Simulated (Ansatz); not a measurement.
# ZrTeSe monolayer, Janus: phonons and vibrational spectra, part 2 of 2

Wanted: vibrations and spectra of ZrTeSe monolayer, Janus; the cell is already relaxed. After the zone centre comes a 3×3×1 q mesh on a 12×12×1 k mesh.

Ansatz 0.2.0; DFT PBE, scalar-relativistic, plane waves, PAW.

So far. Step 2 (Zone-centre response): Before it was imposed, the acoustic sum rule was missed by 5.2e-5 eV/Å². Small misses are needed for a sound result but don't prove that mesh and cutoff are converged. The lowest optical mode is real, 93.3 cm⁻¹.

## (3) The dispersion

Stability and thermal properties need the whole zone. Linear response on a 3×3×1 q mesh gives force constants as far as a supercell of that size would.

File input.yaml:

```yaml
crystal:
  lattice:
    - [3.8904853161, 0.0, 0.0]
    - [-1.945242658, 3.3692591168, 0.0]
    - [0.0, 0.0, 30.0]
  atoms:
    - { symbol: Zr, position: [0.0, 0.0, 0.3367333867] }
    - { symbol: Se, position: [0.3333333333, 0.6666666667, 0.3860326785] }
    - { symbol: Te, position: [0.6666666667, 0.3333333333, 0.2739006014] }
  periodic: [true, true, false]
kpoints:
  mp_grid: { grid: [12, 12, 1] }
hamiltonian:
  xc: pbe
scf:
  occupations: { method: methfessel_paxton, width: 0.15 }
output:
  eigenvalues: true
phonons:
  method: dfpt
  qmesh: [3, 3, 1]
  temperatures: { t_max: 1000, t_step: 50 }
  qpath:
    path:
      - [0.0, 0.0, 0.0]
      - [0.5, 0.0, 0.0]
      - [0.33333333, 0.33333333, 0.0]
      - [0.0, 0.0, 0.0]
    npoints: 10
```

On the command line:

```console
> ansatz run input.yaml --threads 8 --pin off --max-ram 14336MiB --backend cpu --events-out ev --progress --plain --runs-dir out
```

Numbers of over 12 decimals in the logs are rounded to 6 here.

What it wrote:

```text
[...]
Crystal: 3 atoms, lattice volume = 393.242 Å³
Basis set: ecut = 420 eV, 7805 PW (Γ), exchange–correlation on 54×54×432 points (8 copies of the dense FFT grid, shifted against one another)
Bands: 27, of which v1, the nominal top of the filled ones, is band 22 counted from 1 (21 counted from 0)
Symmetry: 6 space group operations
k-points: 19 of 144 (time reversal used)
[...]
SCF iter   1: F=—  HF=-16636.244549 eV  |F-HF|=—  |Δ(HF+E_count)|=         —  Δρ=1.36e-3  dr2=8.81e-2  ethr=1.77e-3  ⟨swp⟩=10.6  Hψ=3053  notcnv=0
[...]
SCF iter  13: F=-16636.237777 eV  HF=-16636.237777 eV  |F-HF|=0.00e0  |Δ(HF+E_count)|=  1.02e-10  S|Δr|=    0.00e0  Δρ=1.28e-8  dr2=1.22e-12  ethr=1.00e-12  ⟨swp⟩=7.1  Hψ=2331  notcnv=0
SCF 1 converged in 13 iterations: F = -16636.237777 eV  dr2 = 1.22e-12
[...]
phonons: the bands overlap, so this run is a metal and interpolates without the dipole-dipole term. If the crystal is really an insulator or semiconductor, its LO-TO splitting is missing
NSCF: frozen V_eff on 19 k-points
[...]
DFPT response loops at q = (0, 0, 0) (fractional): preconditioner auto → none (partly filled bands, converged f_vac=0.759); β = 0.50; Broyden in place of MSR1
[...]
SCF converged after 13 iterations
[...]
Free energy (F): -16636.237777 eV
[...]
Internal energy: -16636.238080 eV  (E = F + TS)
E sigma→0 (E₀):  -16636.237853 eV
Entropy (-TS):   0.000303 eV (0.101 meV/atom)
Fermi energy:    -4.900146 eV
[...]
--- Band table (eV; the first three rows and the last of 19) ---
  k-point 0: bands = [... 18 lower, -7.7174, -6.5104, -4.7035, -4.7035, -4.2688, -4.2688, -3.7576, -1.1575, ... 1 higher]
  k-point 1: bands = [... 18 lower, -7.6953, -6.3447, -5.4013, -5.0647, -4.1638, -3.8944, -3.5372, -1.4996, ... 1 higher]
  k-point 2: bands = [... 18 lower, -7.6478, -6.5504, -6.0426, -5.4879, -4.2935, -3.4525, -3.2594, -1.9248, ... 1 higher]
  k-point 18: bands = [... 18 lower, -8.4647, -7.4167, -7.3578, -7.1088, -3.5273, -3.2424, -3.0671, -1.5592, ... 1 higher]
--- Phonons (Γ-DFPT): 6 representative perturbations + reference (Σ response iterations 27) ---
  ASR residual: 7.348e-5 → 0.000e0 eV/Å²; symmetrization residual: 4.001e-5 eV/Å²
  ASR residual per site (eV/Å²): 7.35e-5 2.45e-5 6.97e-5
  Γ frequencies (cm⁻¹): 0.00 0.00 0.00 93.27 93.27 141.73 141.73 155.40 236.10
--- Phonons (arbitrary-q DFPT): 3 irreducible q on the 3×3×1 mesh ---
  q = [0.0000, 0.0000, 0.0000] (star 1, of the zone-centre solve; hermiticity 6.29e-6, symmetrization 7.28e-11): -0.00 -0.00 0.00 93.27 93.27 141.73 141.73 155.40 236.10
  q = [0.0000, 0.3333, 0.0000] (star 6, 9 solved perturbations on 78 of 144 k-point pairs; hermiticity 7.83e-6, symmetrization 1.49e-9): 46.69 65.14 84.34 97.88 130.45 136.88 151.64 179.53 222.51
  q = [0.3333, 0.3333, 0.0000] (star 2, 6 solved perturbations in 327 linear systems a pass and spin channel, the states on 78 of 144 k-point pairs; hermiticity 3.96e-6, symmetrization 2.74e-6): 60.70 98.77 105.13 120.36 132.03 140.90 171.13 186.87 207.04
  sum rule: each row above includes the acoustic sum rule's correction from the zone centre's row sums; it moved no ω² by more than (0.47 cm⁻¹)²
  mesh force constants: q→R imaginary residual 0.00e0; ASR residual 7.348e-5 → 0.000e0 eV/Å²; symmetrization residual 7.105e-15 eV/Å²
  interpolated dispersion: 31 rows × 9 modes
  density of states and harmonic sums: on the 18×18×1 q-mesh, interpolated from the force constants of a 3×3×1 supercell (no non-analytic term)
  largest difference from the sums on the solved wave vectors: F 1.00e-1 eV, S 1.27e-4 and C_V 2.63e-5 eV/K
  zero-point energy: 0.069162 eV/cell   skipped modes (ω ≤ 0): 4, of them read as no rigid motion or as one in doubt: 1 (1.852e-2 modes/cell left out, lowest -3.31 cm⁻¹)   left out of the sums: 3.09e-3 of the cell's modes: C_V's classical limit lies that fraction below 3 k_B per atom; for a crystal, a wire or a layer, F and S can be off by more, and a phonons.interpolated_qmesh denser along its periods is the remedy for the sampling
```

Elapsed: 3.3 min, on 8 threads of Arm Neoverse V2, shared host; peak memory 2.8 GiB.

Numbers from this step:

- sum-rule residual before enforcement: 7.35e-5 eV/Å²
- lowest frequency on the path: -3.617 cm⁻¹
- highest frequency on the path or at a solved wavevector: 236.1 cm⁻¹
- lowest mode on the q mesh (acoustic modes at Γ apart): 46.69 cm⁻¹

Frequencies (cm⁻¹) solved at each irreducible wavevector; negative means imaginary. Frequencies by wavevector, by row:

| q in reciprocal lattice units | star | mode 1 | mode 2 | mode 3 | mode 4 | mode 5 | mode 6 | mode 7 | mode 8 | mode 9 |
| --- | --- | --- | --- | --- | --- | --- | --- | --- | --- | --- |
| 0 0 0 | 1 | 0 | 0 | 0 | 93.3 | 93.3 | 141.7 | 141.7 | 155.4 | 236.1 |
| 0 0.3333 0 | 6 | 46.7 | 65.1 | 84.3 | 97.9 | 130.4 | 136.9 | 151.6 | 179.5 | 222.5 |
| 0.3333 0.3333 0 | 2 | 60.7 | 98.8 | 105.1 | 120.4 | 132 | 140.9 | 171.1 | 186.9 | 207 |

Interpolated from a 3×3×1 q mesh. Phonon branches along the path, in cm⁻¹:

| point | branch 1 | branch 2 | branch 3 | branch 4 | branch 5 | branch 6 | branch 7 | branch 8 | branch 9 |
| --- | --- | --- | --- | --- | --- | --- | --- | --- | --- |
| Γ | 0 | 0 | 0 | 93 | 93 | 142 | 142 | 155 | 236 |
| halfway | 33 | 49 | 77 | 87 | 123 | 138 | 150 | 184 | 215 |
| M | 60 | 78 | 84 | 111 | 135 | 136 | 149 | 176 | 235 |
| halfway | 59 | 88 | 104 | 112 | 132 | 144 | 158 | 175 | 224 |
| K | 61 | 99 | 105 | 120 | 132 | 141 | 171 | 187 | 207 |
| halfway | 39 | 53 | 88 | 96 | 126 | 140 | 153 | 187 | 209 |
| Γ | 0 | 0 | 0 | 93 | 93 | 142 | 142 | 155 | 236 |

The phonon branches as a text plot (rows in cm⁻¹):

```
    231 |*****          ***********                        ******
    221 |     ****  ****           **                    **
    211 |         **                 ********************
    201 |
    191 |                                **         **
    181 |       ********    ****      ***  *********  ***
    171 |     **        ****    ***************          **
    161 | ****                     **          *****       *****
    151 |*    *********************                 *********   *
    141 |***************      ***********************************
    131 |           ********************************
    121 |       ****                 **********     *****
    111 |     **        **************         ***       **
    101 |   **        **          **  **************       *****
     91 |*************         *** *****   ****   ***************
     81 |         *****************            ***
     71 |             ****                            ***
     61 |       **  **    *********************   **
     51 |         **  ****                     *******   **
     41 |     ****  **                              *****
     31 |   ****  **                                  *******
     21 |   **  **                                       *******
     11 | ******                                           *****
      1 |***                                                 ****
         Γ                   M           K                      Γ
```

The phonon density of states has structure finer than the step of the table below, so its rows give means over 5 cm⁻¹, whole bins alone (the curve runs from -3 to 237 cm⁻¹). Peaks (cm⁻¹: height): 59.0: 0.116, 91.0: 0.118, 111.0: 0.0925, 131.0: 0.168, 139.0: 0.175, 151.0: 0.111, 175.0: 0.141.

Tetrahedra on a 18×18×1 mesh, mean over bins of 2 cm-1. Interpolated from a 3×3×1 q mesh. The phonon density of states by wavenumber; means over each step:

wavenumber (cm⁻¹), phonon density of states (1/cm⁻¹/cell) and a bar:
```
        0      0.004 #
        5      0.005 #
       10      0.008 ##
       15      0.010 ##
       20      0.013 ###
       25      0.015 ###
       30      0.018 ####
       35      0.021 ####
       40      0.025 #####
       45      0.029 ######
       50      0.036 ########
       55      0.056 ############
       60      0.065 ##############
       65      0.019 ####
       70      0.020 ####
       75      0.026 #####
       80      0.038 ########
       85      0.065 ##############
       90      0.087 ##################
       95      0.060 #############
      100      0.042 #########
      105      0.059 ############
      110      0.061 #############
      115      0.038 ########
      120      0.024 #####
      125      0.023 #####
      130      0.092 ###################
      135      0.070 ###############
      140      0.143 ##############################
      145      0.044 #########
      150      0.079 #################
      155      0.050 ###########
      160      0.029 ######
      165      0.021 ####
      170      0.025 #####
      175      0.085 ##################
      180      0.056 ############
      185      0.038 ########
      190      0.001 
      195      0.000 
      200      0.000 
      205      0.001 
      210      0.024 #####
      215      0.060 #############
      220      0.040 ########
      225      0.033 #######
      230      0.030 ######
```

The partial phonon density of states has structure finer than the step of the table below, so its rows give means over 5 cm⁻¹, whole bins alone (the curve runs from -13.1 to 253 cm⁻¹). Peaks (cm⁻¹: height): Se 58.9: 0.0126, 132.6: 0.0688, 139.3: 0.0800, 151.0: 0.0344, 176.2: 0.0594, 214.7: 0.0163; Te 58.9: 0.0307, 90.8: 0.0486, 105.8: 0.0389, 130.9: 0.0337, 141.0: 0.0348, 151.0: 0.0385; Zr 58.9: 0.0331, 85.7: 0.0296, 105.8: 0.0145, 141.0: 0.0357, 151.0: 0.0139, 176.2: 0.0303, 214.7: 0.0393.

Phonopy on the run's constants, 17x17x1 mesh, Gaussian sigma 2.0 cm-1. Interpolated from a 3×3×1 q mesh. Table of partial phonon density of states by wavenumber; means over each step; values in 1/cm⁻¹/cell:

| wavenumber (cm⁻¹) | Se | Te | Zr |
| --- | --- | --- | --- |
| -10 | 2.5e-5 | 4.3e-5 | 3.4e-5 |
| -5 | 7.2e-4 | 0.00111 | 8.4e-4 |
| 0 | 8.8e-4 | 0.00139 | 0.00103 |
| 5 | 0.00103 | 0.00164 | 0.00119 |
| 10 | 0.00210 | 0.00341 | 0.00247 |
| 15 | 0.00285 | 0.00485 | 0.00341 |
| 20 | 0.00338 | 0.00576 | 0.00418 |
| 25 | 0.00351 | 0.00616 | 0.00450 |
| 30 | 0.00459 | 0.00805 | 0.00617 |
| 35 | 0.00531 | 0.00962 | 0.00746 |
| 40 | 0.00505 | 0.00940 | 0.00800 |
| 45 | 0.00636 | 0.0122 | 0.0105 |
| 50 | 0.00792 | 0.0160 | 0.0146 |
| 55 | 0.00971 | 0.0221 | 0.0222 |
| 60 | 0.00995 | 0.0240 | 0.0256 |
| 65 | 0.00506 | 0.0105 | 0.00979 |
| 70 | 0.00366 | 0.00834 | 0.00781 |
| 75 | 0.00347 | 0.0115 | 0.00787 |
| 80 | 0.00643 | 0.0237 | 0.0130 |
| 85 | 0.00766 | 0.0324 | 0.0251 |
| 90 | 0.00749 | 0.0449 | 0.0263 |
| 95 | 0.00756 | 0.0369 | 0.0208 |
| 100 | 0.00569 | 0.0245 | 0.0106 |
| 105 | 0.00954 | 0.0352 | 0.0131 |
| 110 | 0.0146 | 0.0333 | 0.0122 |
| 115 | 0.0143 | 0.0170 | 0.00822 |
| 120 | 0.0104 | 0.00983 | 0.00457 |
| 125 | 0.0105 | 0.0113 | 0.00333 |
| 130 | 0.0468 | 0.0270 | 0.00628 |
| 135 | 0.0571 | 0.0193 | 0.0105 |
| 140 | 0.0672 | 0.0276 | 0.0303 |
| 145 | 0.0233 | 0.0207 | 0.0141 |
| 150 | 0.0300 | 0.0317 | 0.0113 |
| 155 | 0.0216 | 0.0197 | 0.00953 |
| 160 | 0.0147 | 0.00704 | 0.00850 |
| 165 | 0.00959 | 0.00284 | 0.00576 |
| 170 | 0.0206 | 0.00187 | 0.0102 |
| 175 | 0.0490 | 0.00250 | 0.0242 |
| 180 | 0.0263 | 0.00317 | 0.0266 |
| 185 | 0.0117 | 0.00304 | 0.0217 |
| 190 | 0.00186 | 6.0e-4 | 0.00395 |
| 195 | 1.3e-5 | 5.3e-6 | 3.0e-5 |
| 200 | 2.4e-6 | 0 | 6.0e-6 |
| 205 | 8.9e-4 | 6.7e-5 | 0.00188 |
| 210 | 0.00862 | 7.4e-4 | 0.0188 |
| 215 | 0.0148 | 0.00175 | 0.0358 |
| 220 | 0.0101 | 0.00156 | 0.0282 |
| 225 | 0.00725 | 0.00141 | 0.0238 |
| 230 | 0.00580 | 0.00131 | 0.0220 |
| 235 | 0.00271 | 7.0e-4 | 0.0109 |
| 240 | 1.9e-4 | 5.8e-5 | 7.1e-4 |
| 245 | 6.0e-7 | 0 | 1.2e-6 |

Symmetry leaves 3 wavevectors to solve. The lowest mode among them, the acoustic zeros apart, lies at q = (0, 0.333, 0) and is real, 46.7 cm⁻¹.

## (4) Isotope substitution, element Se, natural mass 78.971 amu

An isotope changes the mass and not the force constants, so no new electronic calculation is needed; the shifts show which modes move this element.

The same force constants with the mass of Se changed from 78.971 to 81.917 u (phonopy, no LO-TO term). Both lists are sorted by frequency; levels can cross, so a row need not hold one and the same mode. Modes under 3 cm⁻¹ are left out. Isotope shifts, by row:

| q | rank | natural mass (cm⁻¹) | changed mass (cm⁻¹) |
| --- | --- | --- | --- |
| 0 0 0 | 4 | 93.27 | 93.11 |
| 0 0 0 | 5 | 93.27 | 93.11 |
| 0 0 0 | 6 | 141.7 | 140.1 |
| 0 0 0 | 7 | 141.7 | 140.1 |
| 0 0 0 | 8 | 155.4 | 154 |
| 0 0 0 | 9 | 236.1 | 235.1 |
| 0 0.3333 0 | 1 | 46.69 | 46.5 |
| 0 0.3333 0 | 2 | 65.14 | 64.94 |
| 0 0.3333 0 | 3 | 84.34 | 84.25 |
| 0 0.3333 0 | 4 | 97.88 | 97.47 |
| 0 0.3333 0 | 5 | 130.4 | 129.4 |
| 0 0.3333 0 | 6 | 136.9 | 135 |
| 0 0.3333 0 | 7 | 151.6 | 150.6 |
| 0 0.3333 0 | 8 | 179.5 | 178 |
| 0 0.3333 0 | 9 | 222.5 | 221.5 |
| 0.3333 0.3333 0 | 1 | 60.7 | 60.55 |
| 0.3333 0.3333 0 | 2 | 98.77 | 98.53 |
| 0.3333 0.3333 0 | 3 | 105.1 | 104.9 |
| 0.3333 0.3333 0 | 4 | 120.4 | 119.1 |
| 0.3333 0.3333 0 | 5 | 132 | 130.4 |
| 0.3333 0.3333 0 | 6 | 140.9 | 140.7 |
| 0.3333 0.3333 0 | 7 | 171.1 | 168.7 |
| 0.3333 0.3333 0 | 8 | 186.9 | 186.2 |
| 0.3333 0.3333 0 | 9 | 207 | 205.9 |

A mode of this element alone would shift by -1.81 %. The highest zone-centre frequency without the field goes from 236.1 to 235.1 cm⁻¹ (-0.4 %). The product of the frequency ratios over all optical modes at Γ is 0.961; the product rule, (m/m′)^(3k/2) (M′/M)^(3/2) with k = 1 such atoms and M the mass of the cell, gives 0.961.

## (5) Isotope substitution, element Te, natural mass 127.6 amu

The same for Te, from 127.60 to 129.91 u.

A mode of this element alone would shift by -0.89 %. The highest zone-centre frequency without the field goes from 236.1 to 235.9 cm⁻¹ (-0.1 %). The product of the frequency ratios over all optical modes at Γ is 0.985; the product rule, (m/m′)^(3k/2) (M′/M)^(3/2) with k = 1 such atoms and M the mass of the cell, gives 0.985.

## (6) Isotope substitution, element Zr, natural mass 91.222 amu

The same for Zr, from 91.22 to 95.91 u.

The same force constants with the mass of Zr changed from 91.222 to 95.908 u (phonopy, no LO-TO term). Both lists are sorted by frequency; levels can cross, so a row need not hold one and the same mode. Modes under 3 cm⁻¹ are left out. Isotope shifts, by row:

| q | rank | natural mass (cm⁻¹) | changed mass (cm⁻¹) |
| --- | --- | --- | --- |
| 0 0 0 | 4 | 93.27 | 92.43 |
| 0 0 0 | 5 | 93.27 | 92.43 |
| 0 0 0 | 6 | 141.7 | 140.6 |
| 0 0 0 | 7 | 141.7 | 140.6 |
| 0 0 0 | 8 | 155.4 | 155.3 |
| 0 0 0 | 9 | 236.1 | 232.2 |
| 0 0.3333 0 | 1 | 46.69 | 46.27 |
| 0 0.3333 0 | 2 | 65.14 | 64.39 |
| 0 0.3333 0 | 3 | 84.34 | 83.54 |
| 0 0.3333 0 | 4 | 97.88 | 97.29 |
| 0 0.3333 0 | 5 | 130.4 | 130.1 |
| 0 0.3333 0 | 6 | 136.9 | 136.3 |
| 0 0.3333 0 | 7 | 151.6 | 151.2 |
| 0 0.3333 0 | 8 | 179.5 | 177.5 |
| 0 0.3333 0 | 9 | 222.5 | 218.6 |
| 0.3333 0.3333 0 | 1 | 60.7 | 59.99 |
| 0.3333 0.3333 0 | 2 | 98.77 | 98.37 |
| 0.3333 0.3333 0 | 3 | 105.1 | 104.5 |
| 0.3333 0.3333 0 | 4 | 120.4 | 119.8 |
| 0.3333 0.3333 0 | 5 | 132 | 131.8 |
| 0.3333 0.3333 0 | 6 | 140.9 | 139.8 |
| 0.3333 0.3333 0 | 7 | 171.1 | 170.3 |
| 0.3333 0.3333 0 | 8 | 186.9 | 183.6 |
| 0.3333 0.3333 0 | 9 | 207 | 203.6 |

A mode of this element alone would shift by -2.47 %. The highest zone-centre frequency without the field goes from 236.1 to 232.2 cm⁻¹ (-1.6 %). The product of the frequency ratios over all optical modes at Γ is 0.950; the product rule, (m/m′)^(3k/2) (M′/M)^(3/2) with k = 1 such atoms and M the mass of the cell, gives 0.950.

## (7) What came out

| Quantity | Value |
| --- | --- |
| space group (within 0.01 Å) | P3m1 |
| area per atom | 4.37 Å² |
| electronic character | no gap on this mesh |
| highest optical mode at the zone centre (no LO-TO term) | 236 cm⁻¹ |
| lowest optical zone-centre mode | 93.3 cm⁻¹ |
| lowest mode on the q mesh (acoustic modes at Γ apart) | 46.7 cm⁻¹ |
| highest frequency on the path or at a solved wavevector | 236 cm⁻¹ |
| imaginary modes on the 3×3×1 q mesh | none |

What this shows: No mode is imaginary at the 3 irreducible wavevectors solved, but between them the interpolated path dips to 3.6i cm⁻¹, so stability is not settled. The optical modes at Γ span 93 to 236 cm⁻¹. The highest mode in this list at Γ, 236.1 cm⁻¹, has its largest share on Zr (67 % of the kinetic energy). With no gap, or one that is small against the smearing, the frequencies hang on the k mesh and the smearing, most of all near Kohn anomalies. In a sheet or slab the interpolated bending branch near Γ is rough, since the rotational sum rule isn't imposed. A semilocal functional can close a gap that the real compound would have, so the metallic treatment may be an artefact of the level. Spin-orbit coupling is left out, which can matter for the heavy elements here. The starting cell was built on a prototype and not taken from a measurement. These are harmonic frequencies at zero temperature: anharmonic shifts, linewidths and thermal expansion are left out.

[Logs are printed without paths, hosts, clocks, repeated set-up lines and the standing remarks that a program may print on its own settings, such as how far it seeks lower states.]

[Hosts, paths, dates, database ids (printed as entryN), source tags and the programs' standing remarks are cut or masked in the printed files.]
